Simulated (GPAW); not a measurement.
# A GW chain in GPAW: F (C2/m)

How does a plane-wave GW calculation on F (C2/m) run from the first input to the gap?

Method: LDA and many-body steps on it, plane waves, in GPAW 26.7.0.

### Step 1. The starting structure

The structure is monoclinic, space group C2/m (No. 12). Conventional cell: a = 5.301 Å, b = 3.035 Å, c = 7.047 Å, α = 90.00°, β = 107.37°, γ = 90.00°. F has 1 F at 1.41 Å nearest. Nearest to F lie 1 F at 1.41 Å.

Coordinates:

```cif
data_structure
_symmetry_space_group_name_H-M 'P 1'
_symmetry_Int_Tables_number 1
_cell_length_a 3.0541
_cell_length_b 3.0541
_cell_length_c 7.0473
_cell_angle_alpha 105.012
_cell_angle_beta 105.012
_cell_angle_gamma 59.579
_cell_volume 54.10
loop_
_atom_site_label
_atom_site_type_symbol
_atom_site_fract_x
_atom_site_fract_y
_atom_site_fract_z
_atom_site_occupancy
F1 F 0.50450 0.50450 0.40085 1
F2 F 0.08536 0.08536 0.09860 1
F3 F 0.49550 0.49550 0.59915 1
F4 F 0.91464 0.91464 0.90140 1
```

The cell and positions are those that the Materials Project relaxed with its own functionals (PBE, PBE+U or r2SCAN), kept fixed.

### Step 2. Ground state

This step: GPAW 26.7.0; DFT, LDA, plane waves, PAW.

The ground-state density comes first.

The input, run.py:

```python
import json
import numpy as np
from gpaw.mpi import world
from ase import Atoms
from gpaw import GPAW, PW, FermiDirac

atoms = Atoms(['F', 'F', 'F', 'F'],
    cell=[[2.6504942725, -1.5173207734, 0.0000000000],
      [2.6504942725, 1.5173207734, 0.0000000000],
      [-2.1034238926, 0.0000000000, 6.7261075073]],
    scaled_positions=[[0.5044951300, 0.5044951300, 0.4008501100],
      [0.0853581600, 0.0853581600, 0.0986032600],
      [0.4955048700, 0.4955048700, 0.5991498900],
      [0.9146418400, 0.9146418400, 0.9013967400]],
    pbc=(True, True, True))
calc = GPAW(mode=PW(600),
    xc='LDA',
    kpts={'size': (10, 10, 4), 'gamma': True},
    occupations=FermiDirac(0.001),
    nbands=-8,
    convergence={'density': 1e-6, 'bands': -3},
    maxiter=100,
    txt='gs.txt')
atoms.calc = calc
res = {'energy': atoms.get_potential_energy()}
kpts = calc.get_ibz_k_points()
res['kpts'] = kpts
res['eigenvalues'] = [calc.get_eigenvalues(kpt=k) for k in range(len(kpts))]
res['n_electrons'] = calc.get_number_of_electrons()
calc.write('gs.gpw')

if world.rank == 0:
    with open('result.json', 'w') as f:
        json.dump(res, f, default=lambda x: x.tolist())
```

On the command line:

```console
> mpirun -n 4 gpaw python run.py
```

Log:

```text
__  _  _
 | _ |_)|_||  |
 |__||  | ||/\| - 26.7.0

Input parameters:
  mode=PW(ecut=600.0),
  convergence={'density': 1e-06, 'bands': -3},
  kpts=MonkhorstPack(size=(10, 10, 4), gamma=True),
  maxiter=100,
  nbands=-8,
  occupations=Occupations(name='fermi-dirac', width=0.001, fixmagmom=False),
  xc=XC(name='LDA')
  [... matrices ...]
Diagonalizing LCAO Hamiltonian
Converting LCAO to pw mode

             F

         F

           F

       F

Atoms  # Å, Bohr magnetons
|   | symbol |        x |         y |        z |    initial magnetic moments |
| 0 |      F | 1.831165 |  0.000000 | 2.696161 | ( 0.0000,  0.0000,  0.0000) |
| 1 |      F | 0.245078 |  0.000000 | 0.663216 | ( 0.0000,  0.0000,  0.0000) |
| 2 |      F | 1.366399 | -0.000000 | 4.029947 | ( 0.0000,  0.0000,  0.0000) |
| 3 |      F | 2.952486 | -0.000000 | 6.062891 | ( 0.0000,  0.0000,  0.0000) |

Unit cell  # Å
| periodic |         x |         y |        z |  lengths |     angles |
|      yes |  2.650494 | -1.517321 | 0.000000 | 3.054076 | 105.012474 |
|      yes |  2.650494 |  1.517321 | 0.000000 | 3.054076 | 105.012474 |
|      yes | -2.103424 |  0.000000 | 6.726108 | 7.047334 |  59.579435 |

Number of symmetries: 4
Symmetry operations  # r_c * U_cc + t_c -> r_c
|   | kind |            matrix            |
| 0 |  E   |  1, 0, 0,  0, 1, 0,  0, 0, 1 |
| 1 |  σ   |  0, 1, 0,  1, 0, 0,  0, 0, 1 |
| 2 |  C2  |  0,-1, 0, -1, 0, 0,  0, 0,-1 |
| 3 |  i   | -1, 0, 0,  0,-1, 0,  0, 0,-1 |

BZ-sampling:
  Number of BZ points: 400
  Number of IBZ points: 117

  Monkhorst-Pack size: [10, 10, 4]
  Monkhorst-Pack shift: [0.05, 0.05, 0.125]

K-points  # in reciprocal-cell coordinates
|     |                                coordinates |     weight |
|   0 | (  0.00000000,   0.00000000,   0.00000000) | 0.00250000 |
|   1 | (  0.00000000,   0.00000000,   0.25000000) | 0.00500000 |
|   2 | (  0.00000000,   0.00000000,   0.50000000) | 0.00250000 |
|   3 | (  0.10000000,  -0.10000000,   0.00000000) | 0.00500000 |
|   4 | (  0.10000000,  -0.10000000,   0.25000000) | 0.01000000 |
|   5 | (  0.10000000,  -0.10000000,   0.50000000) | 0.00500000 |
|   6 | (  0.10000000,   0.00000000,  -0.25000000) | 0.01000000 |
|   7 | (  0.10000000,   0.00000000,   0.00000000) | 0.01000000 |
|   8 | (  0.10000000,   0.00000000,   0.25000000) | 0.01000000 |
|   9 | (  0.10000000,   0.00000000,   0.50000000) | 0.01000000 |
| ... |                                            |            |
| 116 | (  0.50000000,   0.50000000,   0.50000000) | 0.00250000 |

Plane wave coefficients: 1831
Cutoff: 600.0 eV

Spin-components: 1 (collinear spins)
Bands:           22
Projectors:      20
Spin-degeneracy: 2
Datatype:        complex128

  Storage: CPU
  Wave functions: 73_266_336 bytes (18_316_584 per core)
  Projectors: 59_945_184 bytes (14_986_296 per core)
  [... matrices ...]
Parallelization:
  kpt:    4
  domain: 1
  band:   1

Density:
  Valence electrons: 28.0
  Components: 1
  Grid points: [18 18 40]
  Charge: 0.0  # |e|

Potential:
  Grid points: [18 18 40]

species:
  F:
    name:    Fluorine
    Z:       9.0
    valence: 7
    core:    2
    charge:  0.0  # [|e|]
    compensation charges:
      type: gauss
      rc: 0.20  # [Å]
      lmax: 2
    cutoffs:
      filter: 1.14  # [Å]
      core: 0.74  # [Å]
    projectors
    | kind |    occ | energy [eV] | rcut [Å] |
    |   2s |  2.000 |     -29.647 |    0.635 |
    |   2p |  5.000 |     -11.293 |    0.635 |
    |    s |        |      -2.435 |    0.635 |
    |    p |        |      15.918 |    0.635 |
    |    d |        |       0.000 |    0.635 |

    Using partial waves for F as LCAO basis

Reference energy: -10795.835169  # eV

eigensolver:
  PPCG
  Converge bands: -3
  niter=2

density mixing:
  MSR1-Mixer
  Pratt-step length: 0.05
  Maximum mixing coefficient: 0.75
  Old densities: 10
  SVD Regularization: 0.005
  Good broyden scale: 1.0
  Trust region scale: 1.0
  Backstep threshold: 4.0
  History deletion threshold: 6.0
  Fourier metric: weight=20.0, sigma=0.015

occupation numbers:
  Fermi-Dirac:
    width: 0.0010  # eV

poisson solver:
  ecut: 4800.0  # eV

xc functional:
  name: None

Initialization done in: 1.382 s

convergence criteria:
- Maximum integral of absolute [dens]ity change: 1e-06 electrons / valence electron
- Maximum [total energy] change in last 3 cyles: 0.0005 eV / valence electron
- Maximum integral of absolute [eigenst]ate change: 4e-08 eV^2 / valence electron
maximum number of iterations: 100

SCF iterations
|iter     |     time |      energy | eigst |  dens |
|iter:   1|  |  -10.236668 | +2.22 |       |
|iter:   2|  |  -10.031881 | +0.83 | -1.01 |
|iter:   3|  |   -8.576686 | -0.35 | -1.03 |
|iter:   4|  |   -8.503383 | -1.36 | -1.64 |
|iter:   5|  |   -8.502992 | -2.43 | -2.63 |
|iter:   6|  |   -8.502994c| -3.82 | -3.10 |
|iter:   7|  |   -8.502993c| -4.64 | -3.54 |
|iter:   8|  |   -8.502993c| -5.56 | -4.78 |
|iter:   9|  |   -8.502993c| -7.03 | -5.13 |
|iter:  10|  |   -8.502993c| -8.28c| -5.40 |
|iter:  11|  |   -8.502993c| -9.40c| -6.50c|

Converged in 11 steps
SCF loop duration: 21.088 s (1.917 s/step)
Energy contributions relative to reference atoms: (reference = -10795.835169)
  [... matrices ...]
Energy contributions:
  Kinetic:          13.607356
  Coulomb:         -12.893955
  Zero:              0.897633
  External:          0.000000
  Xc:              -10.114027
  Entropy:          -0.000000
  Spinorbit:         0.000000
  ----------------------------
  Free energy:      -8.502993
  Extrapolated:     -8.502993

dipole moment: (0.000001, 0.000000, 0.000003)  # |e|*Ang

Fermi level: -1.981
Eigenvalues  # (at kpt = [0.000, 0.000, 0.000])
| band index |      eig [eV] | occ [0-2] |
|          0 |       -28.668 |     2.000 |
|        ... |               |           |
|          6 |        -7.050 |     2.000 |
|          7 |        -7.015 |     2.000 |
|          8 |        -6.931 |     2.000 |
|          9 |        -6.889 |     2.000 |
|         10 |        -4.095 |     2.000 |
|         11 |        -3.877 |     2.000 |
|         12 |        -3.857 |     2.000 |
|         13 |        -3.701 |     2.000 |
|         14 |        -1.296 |     0.000 |
|         15 |        -0.043 |     0.000 |
|         16 |         5.536 |     0.000 |
|         17 |         7.722 |     0.000 |
|         18 |         9.180 |     0.000 |
|         19 |        15.345 |     0.000 |
|         20 |        16.120 |     0.000 |
|         21 |        19.500 |     0.000 |

Gap: 2.329 eV
Transition (v -> c):
  (s=0, k=114, n=13, [0.50, 0.50, 0.00]) -> (s=0, k=0, n=14, [0.00, 0.00, 0.00])
Direct/indirect transitions are different
Direct gap: 2.405 eV
Transition at: (s=0, k=0, n=13, [0.00, 0.00, 0.00])
# Writing to gs.gpw (mode='')
  [... matrices ...]
```

Wall time 24 s (4 MPI ranks of Arm Neoverse V1, shared host); peak memory 0.72 GiB; 97 s of CPU time.

This step gave:

```
total energy               : -8.503 eV
gap                        : 2.329 eV
k of the valence top       : 0.5, 0.5, 0
k of the conduction bottom : 0, 0, 0
least direct gap           : 2.405 eV
```

The gap is indirect, with the least direct gap 0.08 eV higher.

### Step 3. Bands along the symmetry lines

The cheap functional maps the bands first; the places of the edges decide which points the dearer methods must see.

The input, run.py:

```python
import json
import numpy as np
from gpaw.mpi import world
from gpaw import GPAW

path = [[0.000000, 0.000000, 0.000000],
    [-0.042493, 0.042493, 0.000000],
    [-0.084986, 0.084986, 0.000000],
    [-0.127478, 0.127478, 0.000000],
    [-0.169971, 0.169971, 0.000000],
    [-0.212464, 0.212464, 0.000000],
    [-0.254957, 0.254957, 0.000000],
    [-0.297449, 0.297449, 0.000000],
    [-0.339942, 0.339942, -0.000000],
    [-0.660058, -0.339942, 0.000000],
    [-0.640051, -0.359949, 0.000000],
    [-0.620043, -0.379957, 0.000000],
    [-0.600036, -0.399964, 0.000000],
    [-0.580029, -0.419971, 0.000000],
    [-0.560022, -0.439978, 0.000000],
    [-0.540014, -0.459986, 0.000000],
    [-0.520007, -0.479993, 0.000000],
    [-0.500000, -0.500000, 0.000000],
    [-0.437500, -0.437500, 0.000000],
    [-0.375000, -0.375000, 0.000000],
    [-0.312500, -0.312500, 0.000000],
    [-0.250000, -0.250000, 0.000000],
    [-0.187500, -0.187500, 0.000000],
    [-0.125000, -0.125000, 0.000000],
    [-0.062500, -0.062500, 0.000000],
    [0.000000, 0.000000, 0.000000],
    [-0.062500, -0.062500, 0.062500],
    [-0.125000, -0.125000, 0.125000],
    [-0.187500, -0.187500, 0.187500],
    [-0.250000, -0.250000, 0.250000],
    [-0.312500, -0.312500, 0.312500],
    [-0.375000, -0.375000, 0.375000],
    [-0.437500, -0.437500, 0.437500],
    [-0.500000, -0.500000, 0.500000],
    [-0.522531, -0.477469, 0.500000],
    [-0.545063, -0.454937, 0.500000],
    [-0.567594, -0.432406, 0.500000],
    [-0.590125, -0.409875, 0.500000],
    [-0.612657, -0.387343, 0.500000],
    [-0.635188, -0.364812, 0.500000],
    [-0.657719, -0.342281, 0.500000],
    [-0.680251, -0.319749, 0.500000],
    [-0.319749, 0.319749, 0.500000],
    [-0.279781, 0.279781, 0.500000],
    [-0.239812, 0.239812, 0.500000],
    [-0.199843, 0.199843, 0.500000],
    [-0.159875, 0.159875, 0.500000],
    [-0.119906, 0.119906, 0.500000],
    [-0.079937, 0.079937, 0.500000],
    [-0.039969, 0.039969, 0.500000],
    [0.000000, 0.000000, 0.500000],
    [0.000000, 0.000000, 0.437500],
    [0.000000, 0.000000, 0.375000],
    [0.000000, 0.000000, 0.312500],
    [0.000000, 0.000000, 0.250000],
    [0.000000, 0.000000, 0.187500],
    [0.000000, 0.000000, 0.125000],
    [0.000000, 0.000000, 0.062500],
    [0.000000, 0.000000, 0.000000],
    [-0.500000, 0.000000, 0.500000],
    [-0.437500, 0.000000, 0.437500],
    [-0.375000, 0.000000, 0.375000],
    [-0.312500, 0.000000, 0.312500],
    [-0.250000, 0.000000, 0.250000],
    [-0.187500, 0.000000, 0.187500],
    [-0.125000, 0.000000, 0.125000],
    [-0.062500, 0.000000, 0.062500],
    [0.000000, 0.000000, 0.000000],
    [-0.062500, 0.000000, 0.000000],
    [-0.125000, 0.000000, 0.000000],
    [-0.187500, 0.000000, 0.000000],
    [-0.250000, 0.000000, 0.000000],
    [-0.312500, 0.000000, 0.000000],
    [-0.375000, 0.000000, 0.000000],
    [-0.437500, 0.000000, 0.000000],
    [-0.500000, 0.000000, -0.000000]]
calc = GPAW('gs.gpw').fixed_density(kpts=path,
    symmetry='off',
    nbands=24,
    convergence={'bands': 20},
    txt='bands.txt')
res = {}
kpts = calc.get_ibz_k_points()
res['kpts'] = kpts
res['eigenvalues'] = [calc.get_eigenvalues(kpt=k) for k in range(len(kpts))]
res['n_electrons'] = calc.get_number_of_electrons()

if world.rank == 0:
    with open('result.json', 'w') as f:
        json.dump(res, f, default=lambda x: x.tolist())
```

On the command line:

```console
> mpirun -n 4 gpaw python run.py
```

Log:

```text
Diagonalizing LCAO Hamiltonian
Converting LCAO to pw mode
convergence criteria:
- Maximum integral of absolute [eigenst]ate change: 4e-08 eV^2 / valence electron
maximum number of iterations: 100

SCF iterations
|iter     |     time |      energy | eigst |  dens |
|iter:   1|  |             | +2.42 |       |
|iter:   2|  |             | +0.87 |       |
|iter:   3|  |             | -0.29 |       |
[...]
|iter:   7|  |             | -5.49 |       |
|iter:   8|  |             | -6.66 |       |
|iter:   9|  |             | -7.74c|       |
SCF steps: 9
  __  _  _
 | _ |_)|_||  |
 |__||  | ||/\| - 26.7.0

Input parameters:
  mode=PW(ecut=600.0),
  convergence={'bands': 20},
  gpts=array([18, 18, 40]),
  kpts=KPoints(kpts=array([[ 0.      ,  0.      ,  0.      ],
         [-0.042493,  0.042493,  0.      ],
         [-0.084986,  0.084986,  0.      ],
         [-0.127478,  0.127478,  0.      ],
[...]
[-0.5     , -0.5     ,  0.      ],
         [-0.4375  , -0.4375  ,  0.      ],
         [-0.375   , -0.375   ,  0.      ],
[...]
[ 0.      ,  0.      ,  0.      ],
[...]
[-0.079937,  0.079937,  0.5     ],
         [-0.039969,  0.039969,  0.5     ],
         [ 0.      ,  0.      ,  0.5     ],
         [ 0.      ,  0.      ,  0.4375  ],
[...]
[ 0.      ,  0.      ,  0.      ],
[...]
[ 0.      ,  0.      ,  0.      ],
[...]
[-0.375   ,  0.      ,  0.      ],
         [-0.4375  ,  0.      ,  0.      ],
         [-0.5     ,  0.      , -0.      ]])),
  maxiter=100,
  nbands=24,
  occupations=Occupations(name='fermi-dirac', width=0.001, fixmagmom=False),
  parallel={},
  symmetry=Symmetry(point_group=False, time_reversal=False),
  xc=XC(name='LDA')
  [... matrices ...]
timing:  # [seconds]
  Total: 0.028  # ━━━━━━━━━━━━━━━━━━━━━━━━━━━━━━━━━━━━━━━━━━━━━━━━━━━━━━━━━━━
```

Run time: 15 s. Hardware: 4 MPI ranks; peak memory 0.74 GiB.

This step gave:

```
gap                        : 2.329 eV
k of the valence top       : -0.5, -0.5, 0
k of the conduction bottom : 0, 0, 0
least direct gap           : 2.405 eV
```

The gap is 2.329 eV, as in the run before at this level.

Electronic bands along the path, in eV, zero at the top of the highest filled band:

| point | band 11 | band 12 | band 13 | band 14 | band 15 | band 16 | band 17 | band 18 |
| --- | --- | --- | --- | --- | --- | --- | --- | --- |
| Γ | -0.47 | -0.25 | -0.23 | -0.08 | 2.33 | 3.58 | 9.16 | 11.35 |
| halfway | -0.68 | -0.56 | -0.46 | -0.27 | 2.66 | 3.46 | 11.44 | 13.68 |
| C | -0.81 | -0.64 | -0.43 | -0.40 | 3.00 | 3.16 | 14.58 | 14.98 |
| jump to C2 | -0.81 | -0.64 | -0.43 | -0.40 | 3.00 | 3.16 | 14.58 | 14.98 |
| halfway | -0.75 | -0.57 | -0.48 | -0.14 | 3.01 | 3.08 | 14.27 | 14.70 |
| Y2 | -0.80 | -0.51 | -0.45 | 0.00 | 2.96 | 3.10 | 13.92 | 14.59 |
| halfway | -0.62 | -0.44 | -0.34 | -0.04 | 2.69 | 3.35 | 10.92 | 12.36 |
| Γ | -0.47 | -0.25 | -0.23 | -0.08 | 2.33 | 3.58 | 9.16 | 11.35 |
| halfway | -0.60 | -0.50 | -0.24 | -0.12 | 2.61 | 3.44 | 10.81 | 12.93 |
| M2 | -0.83 | -0.72 | -0.24 | -0.19 | 3.06 | 3.12 | 13.88 | 14.15 |
| halfway | -0.78 | -0.75 | -0.34 | -0.30 | 3.06 | 3.13 | 14.29 | 14.49 |
| D | -0.90 | -0.69 | -0.55 | -0.28 | 3.06 | 3.14 | 14.67 | 14.80 |
| jump to D2 | -0.90 | -0.69 | -0.55 | -0.28 | 3.06 | 3.14 | 14.67 | 14.80 |
| halfway | -0.75 | -0.54 | -0.43 | -0.18 | 3.01 | 3.09 | 11.94 | 11.95 |
| A | -0.42 | -0.35 | -0.18 | -0.13 | 2.91 | 2.98 | 9.99 | 10.04 |
| halfway | -0.45 | -0.29 | -0.21 | -0.10 | 2.51 | 3.39 | 9.40 | 10.80 |
| Γ | -0.47 | -0.25 | -0.23 | -0.08 | 2.33 | 3.58 | 9.16 | 11.35 |
| jump to L2 | -1.04 | -0.63 | -0.51 | -0.16 | 2.82 | 3.32 | 14.24 | 14.43 |
| halfway | -0.62 | -0.48 | -0.41 | -0.20 | 2.61 | 3.45 | 10.95 | 12.68 |
| Γ | -0.47 | -0.25 | -0.23 | -0.08 | 2.33 | 3.58 | 9.16 | 11.35 |
| halfway | -0.56 | -0.50 | -0.41 | -0.29 | 2.64 | 3.45 | 10.89 | 12.90 |
| V2 | -0.85 | -0.81 | -0.45 | -0.36 | 3.07 | 3.15 | 14.07 | 14.21 |

### Step 4. Empty states on the mesh, 4×4×2 mesh, 192 bands

The sums over transitions need many empty states on a uniform mesh; this step solves for them.

The input, run.py:

```python
import json
import numpy as np
from gpaw.mpi import world
from gpaw import GPAW

calc = GPAW('gs.gpw').fixed_density(kpts={'size': (4, 4, 2), 'gamma': True},
    parallel={'domain': 1, 'band': 1},
    txt='nscf.txt')
calc.diagonalize_full_hamiltonian(nbands=192)
calc.write('full.gpw', mode='all')
res = {}
kpts = calc.get_ibz_k_points()
res['kpts'] = kpts
res['eigenvalues'] = [calc.get_eigenvalues(kpt=k) for k in range(len(kpts))]
res['n_electrons'] = calc.get_number_of_electrons()

if world.rank == 0:
    with open('result.json', 'w') as f:
        json.dump(res, f, default=lambda x: x.tolist())
```

On the command line:

```console
> mpirun -n 4 gpaw python run.py
```

Log:

```text
Diagonalizing LCAO Hamiltonian
Converting LCAO to pw mode
convergence criteria:
- Maximum integral of absolute [eigenst]ate change: 4e-08 eV^2 / valence electron
maximum number of iterations: 100

SCF iterations
|iter     |     time |      energy | eigst |  dens |
|iter:   1|  |             | +2.24 |       |
|iter:   2|  |             | +0.79 |       |
|iter:   3|  |             | -0.32 |       |
[...]
|iter:   9|  |             | -5.57 |       |
|iter:  10|  |             | -6.66 |       |
|iter:  11|  |             | -7.55c|       |
SCF steps: 11
  __  _  _
 | _ |_)|_||  |
 |__||  | ||/\| - 26.7.0

Input parameters:
  mode=PW(ecut=600.0),
  convergence={'density': 1e-06, 'bands': -3},
  gpts=array([18, 18, 40]),
  kpts=MonkhorstPack(size=(4, 4, 2), gamma=True),
  maxiter=100,
  nbands=22,
  occupations=Occupations(name='fermi-dirac', width=0.001, fixmagmom=False),
  parallel={'domain': 1, 'band': 1},
  xc=XC(name='LDA')
Matrix size: 1806x1806
# Writing to full.gpw (mode='all')
  [... matrices ...]

timing:  # [seconds]
  Total: 25.236  # ━━━━━━━━━━━━━━━━━━━━━━━━━━━━━━━━━━━━━━━━━━━━━━━━━━━━━━━━━━
```

Run time: 31 s. Hardware: 4 MPI ranks; peak memory 1.7 GiB.

Numbers from this step:

```
gap                                                           : 2.329 eV
k of the valence top                                          : 0.5, 0.5, 0
k of the conduction bottom                                    : 0, 0, 0
least direct gap                                              : 2.405 eV
k points computed                                             : 14
lowest point of the top converged band, above the valence top : 126.1263 eV
```

On this mesh the gap is 2.329 eV.

(Continued in part 2 of 2.)

[Paths, hosts, dates, memory and timing lines, banners, echoed tables and standing remarks are left out of the program output.]

[Logs are printed without paths, hosts, clocks, repeated set-up lines and the standing remarks that a program may print on its own settings, such as how far it seeks lower states.]

[Runs of the session that timed out or met a known fault of the program may be left out.]

[Hosts, paths, dates, database ids (printed as entryN), source tags and the programs' standing remarks are cut or masked in the printed files.]
